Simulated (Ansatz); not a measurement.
**Σ11 (113) boundary in fcc Ag: structure and resistance**

Wanted: what the Σ11 (113) boundary in fcc Ag costs an interconnect.

Main program and level: Ansatz 0.2.0; Ansatz plane-wave DFT, PBE, PAW files; relaxation of a bicrystal slab with its lowest layers held; PAW set soft_1, in the first sound run; inputs show where later runs differ.

### 1. Set-up

The cell holds 15 atoms: 15 Ag. Its edges and angles: a = 2.889 Å, b = 5.005 Å, c = 28.298 Å, α = 90.0°, β = 90.0°, γ = 73.2°. It derives from Ag. built on the (1 1 3) plane; 1 overlapping atoms removed and the grains opened by 0.05 Å. Vacuum lies along c.

### 2. Relaxing the bicrystal

The boundary is built by mirroring the lower grain in the boundary plane and removing any atoms that overlap. A thin bicrystal slab is relaxed first, with the lowest layers held and the upper grain free to shift and open.

The input, input.yaml:

```yaml
crystal:
  lattice:
    - [2.8893797293, 0.0, 0.0]
    - [1.4446898646, 4.7914942194, 0.0]
    - [0.0, 0.0, 28.2984991868]
  atoms:
    - { symbol: Ag, position: [0.6363636363, 0.7272727273, 0.1766878154] }
    - { symbol: Ag, position: [0.3636363636, 0.2727272727, 0.2202249531] }
    - { symbol: Ag, position: [0.0909090909, 0.8181818182, 0.2637620908] }
    - { symbol: Ag, position: [0.8181818182, 0.3636363636, 0.3072992285] }
    - { symbol: Ag, position: [0.5454545454, 0.9090909091, 0.3508363662] }
    - { symbol: Ag, position: [0.2727272727, 0.4545454545, 0.394373504] }
    - { symbol: Ag, position: [0.0, 0.0, 0.4379106417] }
    - { symbol: Ag, position: [0.2727272727, 0.4545454545, 0.4832146575] }
    - { symbol: Ag, position: [0.5454545454, 0.9090909091, 0.5267517953] }
    - { symbol: Ag, position: [0.8181818182, 0.3636363636, 0.570288933] }
    - { symbol: Ag, position: [0.0909090909, 0.8181818182, 0.6138260707] }
    - { symbol: Ag, position: [0.3636363636, 0.2727272727, 0.6573632084] }
    - { symbol: Ag, position: [0.6363636363, 0.7272727273, 0.7009003461] }
    - { symbol: Ag, position: [0.909090909, 0.1818181818, 0.7444374838] }
    - { symbol: Ag, position: [0.1818181818, 0.6363636363, 0.7879746215] }
kpoints:
  mp_grid: { grid: [8, 8, 1] }
hamiltonian:
  xc: pbe
  pseudopotentials: { kind: paw, azcp: { folder: soft_1 } }
scf:
  occupations: { method: fermi_dirac, width: 0.1 }
relax:
  f_tol: 0.03
  max_steps: 80
  constraints: [{ sites: [0, 1, 2] }]
```

On the command line:

```
ansatz run input.yaml --threads 8 --pin off --max-ram 15360MiB --backend cpu --events-out ev --progress --plain --runs-dir out
```

Numbers of over 12 decimals in the logs are rounded to 6 here.

What it wrote:

```text
Engine: ansatz 0.2.0, aarch64-unknown-linux-gnu
Pseudopotentials: kind: paw
Pseudopotential: Ag, paw, valence charge 19, recommended cutoff 420 eV (normal), soft_1/Ag.paw.azcp
Functional definition: PBE
  parameter kappa = 0.804
  parameter beta = 0.066725
  exchange = pbe_x(kappa = kappa, mu = beta*pi^2/3)
  correlation = pbe_c(beta = beta)
Crystal: 15 atoms, lattice volume = 391.777 Å³
Basis set: ecut = 420 eV, 7619 PW (Γ), exchange–correlation on 40×72×384 points (8 copies of the dense FFT grid, shifted against one another)
Bands: 171, of which v1, the nominal top of the filled ones, is band 143 counted from 1 (142 counted from 0)
Symmetry: 2 space group operations
Space group: Cm (ITA 8), of the structure as read, at distance tolerance 7.3e-5 Å
k-points: 21 of 64 (time reversal used)
Non-local potential: Ag, projectors of the file, l = 0: 3, l = 1: 2, l = 2: 2, l = 3: 1
PAW form: soft (Blöchl's): semilocal exchange-correlation on the pseudo side does not see the compensation charge
PAW one-centre angular grid: Ag, 590 points (default); XC on 64 Gauss nodes
Initial density: superposition of atomic densities (neutral atoms: chi_scale 0, normalization atom)
Initial wavefunctions: pseudopotential atomic-orbital guess
Functional: x = pbe(κ = 0.804, μ = 0.219515), c = pbe(β = 0.066725)
SCF iter   1: F=—  HF=-113860.626424 eV  |F-HF|=—  |Δ(HF+E_count)|=         —  Δρ=5.37e-2  dr2=1.29e1  ethr=3.10e-3  ⟨swp⟩=6.1  Hψ=12596  notcnv=0  defer=145
preconditioner: auto → LDOS  [metal: Δε(μ)=0.050 eV  Ē_g=9.441 eV  σ=0.100 eV  W_gap=0.12  n_scr=108 (ndim 8)  ℏωp=24.1 eV  f_vac=0.322  D(μ)=4.13/eV (n_scr^D=18)  β→1.0]
SCF iter   2: F=—  HF=-113863.333309 eV  |F-HF|=—  |Δ(HF+E_count)|=    2.71e0  Δρ=7.77e-2  dr2=1.94e1  ethr=3.10e-3  ⟨swp⟩=2.7  Hψ=7678  notcnv=0  defer=311
SCF iter   3: F=—  HF=-113857.366957 eV  |F-HF|=—  |Δ(HF+E_count)|=    5.97e0  Δρ=1.31e-2  dr2=4.65e-1  ethr=3.10e-3  ⟨swp⟩=2.6  Hψ=6627  notcnv=0  defer=309
SCF iter   4: F=—  HF=-113857.254640 eV  |F-HF|=—  |Δ(HF+E_count)|=   1.12e-1  Δρ=1.59e-3  dr2=8.73e-3  ethr=1.63e-4  ⟨swp⟩=2.0  Hψ=6939  notcnv=0  defer=309
SCF iter   5: F=—  HF=-113857.253531 eV  |F-HF|=—  |Δ(HF+E_count)|=   1.11e-3  Δρ=7.02e-4  dr2=1.65e-3  ethr=3.06e-6  ⟨swp⟩=2.8  Hψ=7427  notcnv=0  defer=306
SCF iter   6: F=—  HF=-113857.253516 eV  |F-HF|=—  |Δ(HF+E_count)|=   1.49e-5  Δρ=1.55e-4  dr2=6.92e-5  ethr=5.80e-7  ⟨swp⟩=2.0  Hψ=5151  notcnv=0  defer=306
SCF iter   7: F=-113857.253559 eV  HF=-113857.253573 eV  |F-HF|=1.44e-5  |Δ(HF+E_count)|=   5.71e-5  Δρ=6.92e-5  dr2=1.85e-5  ethr=7.89e-9  ⟨swp⟩=5.0  Hψ=11890  notcnv=0
SCF 1 converged in 7 iterations: F = -113857.253559 eV  dr2 = 1.85e-5
  greatest PAW one-centre occupation: 1.001 electrons in one spin orbital (limit 2), on the Ag atom at site 4 (counted from 0), in its partial waves of l = 0
relax step   1: F+E_penalty+E_count = -113857.25355897 eV  Δ(F+E_penalty+E_count) = +0.000e0 eV  max|allowed force component| = 1.409e0 eV/Å  Δτ_max = 0.0000 Å  (7 SCF iters, dr2 threshold 2.25e-5 eV, accepted)
Initial density: handed on by an earlier stage of this run
Initial wavefunctions: those handed on with the density
iter 1 solved again at ethr=3.33e-5 eV; its pass at ethr=3.10e-3 eV (dr2=9.50e-2 eV) is discarded
SCF iter   1: F=—  HF=-113857.467476 eV  |F-HF|=—  |Δ(HF+E_count)|=         —  Δρ=4.89e-3  dr2=9.37e-2  ethr=3.33e-5  ⟨swp⟩=2.0  Hψ=13563  notcnv=0  defer=303
preconditioner: auto → LDOS  [metal: Δε(μ)=0.077 eV  Ē_g=9.763 eV  σ=0.100 eV  W_gap=0.19  n_scr=108 (ndim 8)  ℏωp=24.1 eV  f_vac=0.316  D(μ)=3.91/eV (n_scr^D=18)  β→1.0]
SCF iter   2: F=—  HF=-113857.457284 eV  |F-HF|=—  |Δ(HF+E_count)|=   1.02e-2  Δρ=3.71e-3  dr2=1.06e-1  ethr=3.29e-5  ⟨swp⟩=2.1  Hψ=6209  notcnv=0  defer=303
SCF iter   3: F=—  HF=-113857.435710 eV  |F-HF|=—  |Δ(HF+E_count)|=   2.16e-2  Δρ=5.78e-4  dr2=1.49e-3  ethr=3.29e-5  ⟨swp⟩=2.0  Hψ=5435  notcnv=0  defer=303
SCF iter   4: F=—  HF=-113857.435893 eV  |F-HF|=—  |Δ(HF+E_count)|=   1.83e-4  Δρ=6.90e-4  dr2=1.78e-3  ethr=5.24e-7  ⟨swp⟩=2.5  Hψ=6736  notcnv=0  defer=307
SCF iter   5: F=—  HF=-113857.435402 eV  |F-HF|=—  |Δ(HF+E_count)|=   4.92e-4  Δρ=7.26e-5  dr2=2.39e-5  ethr=5.24e-7  ⟨swp⟩=2.0  Hψ=6046  notcnv=0  defer=307
SCF iter   6: F=-113857.435395 eV  HF=-113857.435396 eV  |F-HF|=8.12e-7  |Δ(HF+E_count)|=   6.03e-6  Δρ=1.76e-5  dr2=1.37e-6  ethr=8.37e-9  ⟨swp⟩=4.0  Hψ=10878  notcnv=0
SCF 2 converged in 6 iterations: F = -113857.435395 eV  dr2 = 1.37e-6
relax step   2: F+E_penalty+E_count = -113857.43539513 eV  Δ(F+E_penalty+E_count) = -1.818e-1 eV  max|allowed force component| = 1.115e-1 eV/Å  Δτ_max = 0.1919 Å  (6 SCF iters, dr2 threshold 1.00e-4 eV, accepted)
SCF iter   1: F=—  HF=-113857.586164 eV  |F-HF|=—  |Δ(HF+E_count)|=         —  Δρ=7.81e-3  dr2=2.59e-1  ethr=7.55e-4  ⟨swp⟩=7.6  Hψ=9979  notcnv=0  defer=294
preconditioner: auto → LDOS  [metal: Δε(μ)=0.058 eV  Ē_g=9.697 eV  σ=0.100 eV  W_gap=0.15  n_scr=108 (ndim 8)  ℏωp=24.1 eV  f_vac=0.309  D(μ)=4.13/eV (n_scr^D=18)  β→1.0]
SCF iter   2: F=—  HF=-113857.552000 eV  |F-HF|=—  |Δ(HF+E_count)|=   3.42e-2  Δρ=6.18e-3  dr2=2.50e-1  ethr=9.08e-5  ⟨swp⟩=2.0  Hψ=7103  notcnv=0  defer=310
SCF iter   3: F=—  HF=-113857.495864 eV  |F-HF|=—  |Δ(HF+E_count)|=   5.61e-2  Δρ=8.66e-4  dr2=5.53e-3  ethr=8.78e-5  ⟨swp⟩=2.0  Hψ=5296  notcnv=0  defer=310
SCF iter   4: F=—  HF=-113857.496120 eV  |F-HF|=—  |Δ(HF+E_count)|=   2.56e-4  Δρ=9.86e-4  dr2=3.39e-3  ethr=1.94e-6  ⟨swp⟩=3.0  Hψ=7064  notcnv=0  defer=310
SCF iter   5: F=—  HF=-113857.495152 eV  |F-HF|=—  |Δ(HF+E_count)|=   9.68e-4  Δρ=5.53e-5  dr2=3.56e-5  ethr=1.19e-6  ⟨swp⟩=2.0  Hψ=6007  notcnv=0  defer=310
SCF iter   6: F=—  HF=-113857.495325 eV  |F-HF|=—  |Δ(HF+E_count)|=   1.73e-4  Δρ=1.66e-5  dr2=1.24e-6  ethr=1.25e-8  ⟨swp⟩=2.1  Hψ=5293  notcnv=0  defer=309
SCF iter   7: F=—  HF=-113857.495325 eV  |F-HF|=—  |Δ(HF+E_count)|=   3.70e-7  Δρ=6.46e-6  dr2=1.77e-7  ethr=4.33e-10  ⟨swp⟩=2.1  Hψ=5455  notcnv=0  defer=309
SCF iter   8: F=-113857.495325 eV  HF=-113857.495325 eV  |F-HF|=2.02e-8  |Δ(HF+E_count)|=   1.12e-7  Δρ=2.29e-6  dr2=3.25e-8  ethr=3.51e-11  ⟨swp⟩=4.7  Hψ=11664  notcnv=0
SCF 3 converged in 8 iterations: F = -113857.495325 eV  dr2 = 3.25e-8
relax step   3: F+E_penalty+E_count = -113857.49532538 eV  Δ(F+E_penalty+E_count) = -5.993e-2 eV  max|allowed force component| = 3.178e-2 eV/Å  Δτ_max = 0.2000 Å  (8 SCF iters, accepted)
[...]
relax step   4: F+E_penalty+E_count = -113857.51452157 eV  Δ(F+E_penalty+E_count) = -1.920e-2 eV  max|allowed force component| = 3.796e-2 eV/Å  Δτ_max = 0.2000 Å  (8 SCF iters, accepted)
SCF iter   1: F=—  HF=-113857.515724 eV  |F-HF|=—  |Δ(HF+E_count)|=         —  Δρ=7.46e-4  dr2=2.37e-3  ethr=8.27e-6  ⟨swp⟩=3.3  Hψ=6769  notcnv=0  defer=307
preconditioner: auto → LDOS  [metal: Δε(μ)=0.061 eV  Ē_g=9.645 eV  σ=0.100 eV  W_gap=0.15  n_scr=108 (ndim 8)  ℏωp=24.1 eV  f_vac=0.302  D(μ)=4.43/eV (n_scr^D=22)  β→1.0]
SCF iter   2: F=—  HF=-113857.515352 eV  |F-HF|=—  |Δ(HF+E_count)|=   3.72e-4  Δρ=5.96e-4  dr2=2.31e-3  ethr=8.31e-7  ⟨swp⟩=2.2  Hψ=6829  notcnv=0  defer=307
SCF iter   3: F=—  HF=-113857.514818 eV  |F-HF|=—  |Δ(HF+E_count)|=   5.34e-4  Δρ=8.74e-5  dr2=9.17e-5  ethr=8.12e-7  ⟨swp⟩=2.0  Hψ=5053  notcnv=0  defer=307
SCF iter   4: F=—  HF=-113857.515016 eV  |F-HF|=—  |Δ(HF+E_count)|=   1.99e-4  Δρ=8.93e-5  dr2=3.00e-5  ethr=3.22e-8  ⟨swp⟩=2.2  Hψ=6028  notcnv=0  defer=307
SCF iter   5: F=—  HF=-113857.515009 eV  |F-HF|=—  |Δ(HF+E_count)|=   7.61e-6  Δρ=1.23e-5  dr2=8.29e-7  ethr=1.05e-8  ⟨swp⟩=2.0  Hψ=6015  notcnv=0  defer=307
SCF iter   6: F=-113857.515009 eV  HF=-113857.515009 eV  |F-HF|=2.63e-9  |Δ(HF+E_count)|=   1.42e-7  Δρ=1.80e-6  dr2=2.31e-8  ethr=3.51e-11  ⟨swp⟩=3.0  Hψ=14731  notcnv=0
SCF 5 converged in 6 iterations: F = -113857.515009 eV  dr2 = 2.31e-8
relax step   5: F+E_penalty+E_count = -113857.51500873 eV  Δ(F+E_penalty+E_count) = -4.872e-4 eV  max|allowed force component| = 5.072e-3 eV/Å  Δτ_max = 0.0201 Å  (6 SCF iters, accepted)
SCF converged after 6 iterations
Free energy (F): -113857.515009 eV
Harris-Foulkes:  -113857.515009 eV  (|F-HF|=2.63e-9)
Internal energy: -113857.367310 eV  (E = F + TS)
E sigma→0 (E₀):  -113857.441159 eV
Entropy (-TS):   -0.147699 eV (-9.847 meV/atom)
Fermi energy:    9.839245 eV
--- Per-component energies (eV) ---
  E_band       = -5623.156319
  E_kinetic    = 7013.277651
  E_local      = -289252.467034  (includes V_loc(G=0)·N_el)
  E_nonlocal   = 477.423380
  E_hartree    = 143330.000551
  E_xc         = -2381.148489
  E_vxc        = -3013.132603  (∫ρ·V_xc dr)
  E_paw        = -59334.494596  (= ΣΔE_a)
  E_vpaw       = -7508.261889  (= ΣTr[D̂ρ^β])
  E_aug_tail   = 0.005731  (compensation charges beyond the density's cutoff)
  E_ewald      = 86290.035495
  E_smearing   = -0.147699  (= −TS)
  E_closure    = 0.000000  (closes the sum)
  Σ components = -113857.515009   (vs F -113857.515009, Δ=0.00e0)
--- Forces (eV/Å), atoms counted from 1 ---
  atom   1  Ag    -0.00000000     0.02213414     0.10280884
  atom   2  Ag    -0.00000000     0.00324664    -0.20449320
  atom   3  Ag     0.00000000    -0.01946144     0.10147917
  atom   4  Ag     0.00000000    -0.00029179     0.00185297
  atom   5  Ag    -0.00000000     0.00026909    -0.00093425
  atom   6  Ag    -0.00000000     0.00201439    -0.00188321
  atom   7  Ag     0.00000000    -0.00507154     0.00110941
  atom   8  Ag    -0.00000000     0.00048212    -0.00070354
  atom   9  Ag     0.00000000    -0.00020050    -0.00177277
  atom  10  Ag     0.00000000    -0.00079446     0.00146413
  atom  11  Ag     0.00000000    -0.00053012     0.00214567
  atom  12  Ag     0.00000000    -0.00042377    -0.00099093
  atom  13  Ag    -0.00000000     0.00003440    -0.00038700
  atom  14  Ag     0.00000000    -0.00059143    -0.00024200
  atom  15  Ag     0.00000000    -0.00083742     0.00060298
  max |Σ_I F_I| component: 5.63e-5 eV/Å
--- Relaxed structure (5 steps of the walk, 5 accepted, 0 SCFs on fresh bases) ---
  F+E_penalty+E_count = -113857.51500873 eV   max|allowed force component| = 5.072e-3 eV/Å
  atoms:
    - { symbol: Ag, position: [0.63636363635, 0.727273, 0.1766878154] }
    - { symbol: Ag, position: [0.363636, 0.2727272727, 0.220225] }
    - { symbol: Ag, position: [0.090909, 0.8181818182, 0.263762] }
    - { symbol: Ag, position: [0.822290, 0.355421, 0.309465] }
    - { symbol: Ag, position: [0.552881, 0.894239, 0.354840] }
    - { symbol: Ag, position: [0.282857, 0.434287, 0.397860] }
    - { symbol: Ag, position: [0.012829, -0.025657, 0.446832] }
    - { symbol: Ag, position: [0.282580, 0.434841, 0.496313] }
    - { symbol: Ag, position: [0.552268, 0.895464, 0.538668] }
    - { symbol: Ag, position: [0.822789, 0.354421, 0.585202] }
    - { symbol: Ag, position: [0.092373, 0.815254, 0.629298] }
    - { symbol: Ag, position: [0.362176, 0.275649, 0.674458] }
    - { symbol: Ag, position: [0.630710, 0.738579, 0.718992] }
    - { symbol: Ag, position: [0.903205, 0.193589, 0.765614] }
    - { symbol: Ag, position: [0.174000, 0.652001, 0.805749] }
```

Run time: 2.7 min. Hardware: 8 threads of Arm Neoverse N1, shared host; peak memory 2.8 GiB.

Relaxation path:

```tsv
step	energy less that of the first step (eV)	largest force component (eV/Å)
1	0.0000	1.4093
2	-0.1818	0.1115
3	-0.2418	0.0318
4	-0.2610	0.0380
5	-0.2614	0.0051
```

Forces are held to the 2 operations that the run works with; a distortion that breaks them can't arise in this run.

The atoms that moved most (Å):

```tsv
atom	dx	dy	dz	length
Ag14	0.000	0.056	0.599	0.602
Ag13	0.000	0.054	0.512	0.515
Ag15	0.000	0.075	0.503	0.509
Ag12	0.000	0.014	0.484	0.484
Ag11	0.000	-0.014	0.438	0.438
Ag10	0.000	-0.044	0.422	0.424
Ag8	0.000	-0.094	0.371	0.383
Ag9	0.000	-0.065	0.337	0.343
```

This step gave:

```yaml
free_energy: -113857.5150 eV
energy_at_zero_smearing: -113857.4412 eV
fermi_energy: 9.839 eV
```

The largest force component on a free atom ends at 0.0051 eV/Å, under the tolerance of 0.03, after 5 steps.

[end of part 1 of 3]

[Logs are printed without paths, hosts, clocks, repeated set-up lines and the standing remarks that a program may print on its own settings, such as how far it seeks lower states.]

[Hosts, paths, dates, database ids (printed as entryN), source tags and the programs' standing remarks are cut or masked in the printed files.]
